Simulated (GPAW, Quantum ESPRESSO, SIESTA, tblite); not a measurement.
# Running C(111) slab, H on the bottom face (176 atoms) with tblite

Aim: run C(111) slab, H on the bottom face (176 atoms) in tblite and see how near its forces come to a plane-wave reference, and at what cost.

Main program and level: tblite 0.8.0; the method is named at each step.

## (1) Starting point

The cell holds 176 atoms: 160 C and 16 H. Its edges and angles: a = 10.089 Å, b = 10.089 Å, c = 19.842 Å, α = 90.0°, β = 90.0°, γ = 120.0°. It derives from C (diamond-structure). Diamond-structure C (a = 3.567 Å), (111) slab of 10 atomic planes, 4 x 4 surface cells, H on the broken bonds of the bottom face, 10 Å of vacuum; displaced by a Gaussian of 0.02 Å. Then every atom was moved at random, 0.05 Å r.m.s. a Cartesian component (hydrogen 0.6 of that). Regions: slab, 160 atoms (160 C); hydrogen, 16 atoms (16 H). Vacuum lies along c.

The yardstick, on the same geometry:

```
method                 : Kohn-Sham DFT, PBE, SSSP efficiency 1.3.0 pseudopotentials, plane waves (Quantum ESPRESSO 7.5); sssp-pbe-1.3.0-efficiency, cutoffs 60/480 Ry, Γ point
r.m.s. force component : 2.267 eV/Å
longest force          : 8.715 eV/Å
time                   : 24 min on 4 MPI ranks of Arm Neoverse N1, shared host
CPU time               : 1.6 h
```

## (2) GFN1-xTB

Method: GFN1-xTB tight binding, diagonalisation.

Input file run.py:

```python
import numpy as np
from ase.io import read
from tblite.ase import TBLite

atoms = read("structure.xyz")
atoms.calc = TBLite(method="GFN1-xTB", electronic_temperature=580, accuracy=1.0, max_iterations=250, mixer_damping=0.1, verbosity=1)
energy = atoms.get_potential_energy()
forces = atoms.get_forces()
print(f"energy {energy:.6f} eV")
print("forces (eV/A)")
for i, (a, f) in enumerate(zip(atoms, forces)):
    print(f"{i:4d} {a.symbol:2s} {f[0]:10.5f} {f[1]:10.5f} {f[2]:10.5f}")
print("charges (e)")
print(np.array2string(atoms.get_charges(), precision=4, suppress_small=True, max_line_width=110, threshold=100000))
```

Input file structure.xyz:

```xyz
176
Lattice="10.08900 0.00000 0.00000 -5.04450 8.73733 0.00000 0.00000 0.00000 19.84249" Properties=species:S:1:pos:R:3 pbc="T T T"
C -1.23277 8.01318 6.60755
C 2.52114 0.02079 6.04601
C -2.53088 7.28702 8.58942
C -1.16296 8.02576 8.14495
C 2.54505 0.01188 10.66514
C -2.54944 7.22918 10.18257
C -1.24024 7.99955 12.79424
C 2.54293 0.03740 12.39739
C -2.49309 7.29672 14.80647
C -1.19661 8.01536 14.43640
C -0.00762 5.81950 6.59664
C -1.30612 6.54863 6.04660
C -1.20044 5.06022 8.56025
C 0.00716 5.89892 8.13463
C -1.20205 6.55973 10.80483
C -1.31369 5.15031 10.25400
C 0.00777 5.78516 12.83571
C -1.27121 6.46370 12.28488
C -1.28433 5.09002 14.92473
C -0.01488 5.87769 14.27350
C 1.26334 8.00846 6.59902
C 0.03153 8.72274 6.06803
C 0.05887 7.29488 8.68387
C 1.26758 8.12257 8.16638
C 0.01090 8.71217 10.68597
C 0.03995 7.35718 10.10360
C 1.37775 8.04568 12.77539
C 0.02901 8.69548 12.22535
C -0.01246 7.29978 14.67332
C 1.14455 7.93900 14.30108
C 1.22289 3.63001 6.61549
C -0.00424 4.39068 6.07200
C -0.03677 3.03683 8.67712
C 1.27868 3.63298 8.16757
C 0.08808 4.40624 10.64986
C -0.10891 2.93950 10.17523
C 1.27888 3.59401 12.76606
C 0.12510 4.40711 12.30076
C 0.00721 2.90665 14.94536
C 1.17784 3.73390 14.27330
C 2.52845 5.84396 6.58156
C 1.28594 6.55702 6.11962
C 1.24160 5.10653 8.63505
C 2.53153 5.90434 8.22670
C 1.26486 6.52015 10.73062
C 1.33926 5.08486 10.27087
C 2.46086 5.81198 12.83591
C 1.28065 6.50188 12.26921
C 1.37896 5.07971 14.81857
C 2.52760 5.86205 14.36775
C 3.79397 8.01003 6.60318
C 2.54318 8.71051 6.08093
C 2.59121 7.30310 8.68982
C 3.74534 7.94276 8.13026
C 2.46706 8.73279 10.79134
C 2.46318 7.29890 10.17106
[... 116 atom lines left out ...]
H 6.27692 6.55780 4.98344
H 6.32288 2.20775 4.97550
H 7.55313 4.37705 4.99753
H 8.79549 2.18538 5.03920
```

Run with:

```console
$ OMP_NUM_THREADS=1 python run.py > output.txt
```

The log of the run:

```text
------------------------------------------------------------
  cycle        total energy    energy error   density error
------------------------------------------------------------
      1     -345.3756416854  -3.4877333E+02   8.5839548E-01
      2     -347.4560041043  -2.0803624E+00   7.7420928E-01
      3     -344.7539902377   2.7020139E+00   4.6808982E-01
      4     -345.8031201901  -1.0491300E+00   1.8161602E-01
      5     -346.8766892403  -1.0735691E+00   1.0814002E-01
      6     -347.3921522538  -5.1546301E-01   5.7794356E-02
      7     -347.5168903470  -1.2473809E-01   4.4163062E-02
      8     -347.6700261179  -1.5313577E-01   2.1438978E-02
      9     -347.6889703040  -1.8944186E-02   1.4839987E-02
     10     -347.6920740103  -3.1037062E-03   1.3588584E-02
     11     -347.7025349916  -1.0460981E-02   8.0433212E-03
     12     -347.7060844337  -3.5494421E-03   3.3153777E-03
     13     -347.7067227489  -6.3831521E-04   2.0674738E-03
     14     -347.7068115441  -8.8795239E-05   1.6878271E-03
     15     -347.7069036056  -9.2061500E-05   1.3975642E-03
     16     -347.7069848459  -8.1240259E-05   8.1831727E-04
     17     -347.7069743914   1.0454482E-05   8.3485584E-04
     18     -347.7070031830  -2.8791589E-05   5.0615591E-04
     19     -347.7069990222   4.1608046E-06   4.0896594E-04
     20     -347.7069940441   4.9781232E-06   4.9633730E-04
     21     -347.7070071780  -1.3133946E-05   2.6292778E-04
     22     -347.7070099718  -2.7937745E-06   1.9408617E-04
     23     -347.7070124668  -2.4949701E-06   4.9782268E-05
     24     -347.7070123532   1.1360720E-07   6.4990606E-05
     25     -347.7070124229  -6.9717487E-08   5.3177165E-05
     26     -347.7070126547  -2.3178370E-07   1.6994249E-05
------------------------------------------------------------
 total:                                  11.595 sec
energy -9461.589745 eV
forces (eV/A)
   0 C    -0.44962    0.12356   -1.20864
   1 C     0.62574   -0.33242    3.86883
   2 C     3.56251   -0.51009    3.46027
   3 C    -3.08210   -0.56565   -0.66312
   4 C     0.27384   -1.63300    1.62070
   5 C     3.24275    3.03353    0.87126
   6 C     0.22971   -0.73548    0.06388
   7 C     0.18755   -2.12763   -4.62811
   8 C    -0.35043    0.37890   -2.48521
   9 C    -3.73304    1.23134    0.53176
  10 C     0.28250    1.42448   -0.39728
  11 C     2.18266    0.52045    3.76898
  12 C    -2.22575    3.59857    3.68519
  13 C     0.88890   -3.07655   -0.17467
  14 C    -1.99571    0.70354   -4.44073
  15 C     7.24340   -0.08003   -3.82986
  16 C     1.07439    1.13853   -3.09145
  17 C     3.23765    3.93417    0.20110
  18 C     1.71489    0.34340   -4.16661
  19 C    -0.06182   -2.70716    6.19680
  20 C     0.77559    0.39907    0.11677
  21 C    -0.87238    1.07622    2.49184
  22 C    -0.80683    1.14391   -3.04323
  23 C     1.63282   -7.95055   -2.68775
[...]
168 H     0.13739   -0.06269   -0.66600
 169 H    -0.00226   -0.05910   -1.12671
 170 H     0.05339    0.23308   -0.63240
 171 H     0.25451    0.06570   -0.46384
 172 H    -0.01956   -0.14840    0.39168
 173 H     0.10721   -0.00132    0.70486
 174 H    -0.04148    0.02579    1.16304
 175 H     0.11625   -0.05131   -1.93522
charges (e)
[ 0.0022 -0.04    0.0119 -0.0067 -0.0244 -0.0162  0.0371  0.0021 -0.0879  0.0547  0.0027 -0.0413 -0.0075
  0.0062 -0.0091 -0.0087  0.0376  0.0135 -0.1099  0.003   0.0084 -0.042   0.0196 -0.0025  0.0128  0.0051
  0.0421 -0.0189 -0.0049  0.0229  0.0069 -0.0302  0.0131  0.0082 -0.0178  0.0004  0.0443 -0.016  -0.1177
  0.0174 -0.0002 -0.0285 -0.0182 -0.0162 -0.0045  0.0181  0.0401 -0.0142 -0.0324  0.0371  0.009  -0.037
  0.0117  0.0156  0.0015 -0.0015  0.0248  0.0197 -0.1021  0.029   0.0018 -0.0413  0.0294 -0.0093 -0.0299
  0.0046  0.0313  0.0171 -0.0343  0.0285  0.0049 -0.0386  0.0117 -0.0001 -0.002  -0.0084  0.0361  0.006
 -0.1003  0.0165  0.0179 -0.0364  0.009   0.0103 -0.0241  0.0187  0.0288 -0.0309 -0.0913  0.0355 -0.0055
 -0.0363  0.0057 -0.0077  0.0088 -0.009   0.044   0.0062 -0.0575  0.0322 -0.0015 -0.031   0.0115 -0.0086
 -0.0036  0.0121  0.0345  0.0037 -0.0478  0.0287  0.0074 -0.0282 -0.0046 -0.0058  0.0008 -0.0266  0.014
  0.0026 -0.0866  0.0194  0.016  -0.0449 -0.0156 -0.0034  0.014  -0.0199  0.0356 -0.0123 -0.0527  0.0276
 -0.0004 -0.0288  0.0096  0.0112 -0.0027 -0.0057  0.0335  0.0018 -0.0875  0.0311  0.0088 -0.0366  0.0046
  0.0088  0.0322  0.0085  0.0328  0.0066 -0.0115  0.0455  0.0069 -0.0348 -0.0184 -0.0297 -0.0128 -0.0078
  0.0269  0.0101 -0.0614  0.012   0.0459  0.0481  0.0442  0.0448  0.0315  0.0423  0.041   0.0377  0.0394
  0.0447  0.0414  0.0405  0.0363  0.0363  0.0289  0.0454]
```

Elapsed: 12 s, on 1 thread of Arm Neoverse N1, shared host; peak memory 0.15 GiB.

Banners, paths, timers and routine set-up lines are dropped from the logs unmarked, and long logs keep their key lines alone; longer cuts are marked.

Against the reference:

```
r.m.s. force component                  : 2.322 eV/Å
r.m.s. difference of force components   : 386.1 meV/Å
longest difference of force vectors     : 2387 meV/Å
force difference over r.m.s. force      : 17.03 %
slope of forces against the reference's : 1.01
correlation of force components         : 0.9861
```

Length of the force difference by element (eV/Å):

```csv
element,atoms,mean,most
C,160,0.58,2.4
H,16,0.27,0.35
```

The surroundings of C39, whose charge lies farthest from its element's mean, nearest first, numbered as they follow in the input and with coordinates relative to it.

```csv
atom,x,y,z,distance (Å),bonds,Mulliken charge (e),Fx,Fy,Fz (eV/Å)
C39,0.00,0.00,0.00,0.00,3,-0.12,-0.53,-0.29,-4.88
C150,-1.30,0.61,-0.53,1.53,4,0.05,1.98,5.45,1.54
C40,1.17,0.83,-0.67,1.58,4,0.02,2.47,-3.35,5.26
C160,0.00,-1.45,-0.66,1.59,4,0.01,0.05,0.32,3.47
C159,-1.28,-2.15,-0.15,2.51,3,-0.06,1.17,-1.13,-3.10
C79,2.52,0.02,-0.01,2.52,3,-0.10,-0.24,-0.11,-5.10
C19,-1.29,2.18,-0.02,2.54,3,-0.11,1.71,0.34,-4.17
C69,1.25,-2.20,-0.17,2.54,3,-0.03,0.27,2.79,-2.35
C49,1.37,2.17,-0.13,2.57,3,-0.03,-4.12,1.68,-2.92
C149,-2.57,0.12,-0.22,2.58,3,-0.01,-1.63,-5.20,-1.53
C37,1.27,0.69,-2.18,2.62,4,0.04,-0.23,1.44,0.73
C147,-1.31,0.72,-2.14,2.62,4,0.03,2.95,1.23,0.49
C157,0.06,-1.40,-2.26,2.66,4,0.03,-3.18,-2.49,3.60
```

Atoms are counted from 1 here, from 0 in the log.

Forces lie 17 % from the reference's, at 0.0021 times its CPU time (on 1 against 4 cores).

## (3) What came out

| Property | Result |
| --- | --- |
| force difference from the reference | tblite GFN1-xTB, 17 % |
| its CPU time | 12 s |

In words: Tight binding differs by 17 % (tblite GFN1-xTB); it is another model, with fitted parameters of its own, and the xTB methods hold dispersion. One electronic-structure run takes under half the reference's CPU time: tblite GFN1-xTB, at 17 % in 12 s against 1.6 h. Periodic xTB results under one method name differ between programs and library versions. The runs have no spin polarisation, so any moments at edges, vacancies or dangling bonds can't form. The electronic-structure runs sample only Γ, in a cell whose shortest periodic width is 9 Å, which is coarse for a cell with partly filled levels.

[Also dropped from logs without a mark: logging warnings of Python, and SIESTA's first energy breakdown and zero terms.]

[Logs are printed without paths, hosts, clocks, repeated set-up lines and the standing remarks that a program may print on its own settings, such as how far it seeks lower states.]

[Hosts, paths, dates, database ids (printed as entryN), source tags and the programs' standing remarks are cut or masked in the printed files.]
